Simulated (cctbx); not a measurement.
## Reading a Patterson map

Space group P4_132 (no. 213), a = 8.8790 Å, b = 8.8790 Å, c = 8.8790 Å, α = 90.00°, β = 90.00°, γ = 90.00°, content Tl4 Ir12 Ag12 O32.

The data are simulated with cctbx, not measured: Ag Kα, λ = 0.56087 Å, to d = 0.6 Å, 80 % of the full sphere, strongest reflection 40000 counts, noise from counting, a 4 % proportional error and a noise floor of 4 counts (s.d.); no absorption.

Patterson synthesis from sharpened amplitudes, origin scaled to 1000:

```text
Patterson group P m -3 m
      u       v       w   height  length (A)
  0.000   0.000   0.000   1000.0     0.00
  0.000   0.500   0.500    719.5     6.28
  0.000   0.250   0.250    566.1     3.14
  0.250   0.250   0.500    471.4     5.44
  0.000   0.000   0.500    309.0     4.44
  0.500   0.500   0.500    129.4     7.69
  0.000   0.000   0.240     57.7     2.13
  0.000   0.000   0.101     50.3     0.90
  0.000   0.261   0.500     47.2     5.01
  0.250   0.250   0.250     45.1     3.84
  0.239   0.500   0.500     44.7     6.63
  0.056   0.056   0.056     37.4     0.86
  0.000   0.398   0.500     35.4     5.67
  0.000   0.148   0.254     32.9     2.61
```

Q: Assign the vectors.

A peak at u stands for all pairs with xi − xj = u, with weight Σ ZiZj against Σ Z² = 125948 at the origin. Peak heights follow these weights only roughly, since form factors, motion and series ripples differ, all vectors within 0.55 Å of a peak are counted as merged into it though the farther ones add only part of their weight, and F(000) is left out, which lowers the whole map:

| u | v | w | shortest length (Å) | height | 1000 ΣZiZj/ΣZ² | pairs in the cell |
| --- | --- | --- | --- | --- | --- | --- |
| 0.000 | 0.500 | 0.500 | 6.28 | 720 | 929 | 8 × Tl–Ir, 8 × Ir–Ir, 8 × Ag–Ag, 32 × O–O |
| 0.000 | 0.250 | 0.250 | 3.14 | 566 | 821 | 10 × Ir–Ag, 4 × Tl–Ir, 4 × Ir–Ir, 4 × Ag–Ag, 2 × Tl–Ag, 32 × O–O |
| 0.250 | 0.250 | 0.500 | 5.44 | 471 | 841 | 5 × Ir–Ir, 8 × Ir–Ag, 4 × Tl–Ag, 2 × Tl–Ir, 5 × Ag–Ag, 1 × Tl–Tl, 32 × O–O |
| 0.000 | 0.000 | 0.500 | 4.44 | 309 | 718 | 16 × Ir–Ag, 8 × Tl–Ag, 32 × O–O |
| 0.500 | 0.500 | 0.500 | 7.69 | 129 | 706 | 24 × Ir–Ag, 32 × O–O |
| 0.000 | 0.000 | 0.240 | 2.13 | 58 | 230 | 24 × Ir–O, 24 × Ag–O, 8 × Tl–O |
| 0.000 | 0.000 | 0.101 | 0.90 | 50 | 0 | none within 0.55 Å |
| 0.000 | 0.261 | 0.500 | 5.01 | 47 | 230 | 24 × Ir–O, 24 × Ag–O, 8 × Tl–O |
| 0.250 | 0.250 | 0.250 | 3.84 | 45 | 230 | 24 × Ir–O, 24 × Ag–O, 8 × Tl–O |

The table stops at ten peaks or at a height of 45, below which ripples compete. In the model behind the data Tl, the heaviest element, has 1 independent site: (7/8, 7/8, 7/8), up to an allowed shift of origin; the Tl–Tl vectors are differences of these positions and their symmetry mates. Elements of similar Z can't be told apart from the map alone. The whole model:

| atom | mult. | x | y | z | Ueq (Å²) |
| --- | --- | --- | --- | --- | --- |
| Tl1 | 4 | 7/8 | 7/8 | 7/8 | 0.0051 |
| Ir1 | 12 | 5/8 | 0.6168 | 0.8668 | 0.0047 |
| Ag1 | 12 | 5/8 | 0.3564 | 0.6064 | 0.0132 |
| O1 | 8 | 0.1241 | 0.1241 | 0.1241 | 0.0098 |
| O2 | 24 | 0.1325 | 0.8858 | 0.8982 | 0.0214 |

This is a model crystal, built by substitution and not relaxed, with assumed displacement parameters.

[Logs are printed without paths, hosts, clocks, repeated set-up lines and the standing remarks that a program may print on its own settings, such as how far it seeks lower states.]
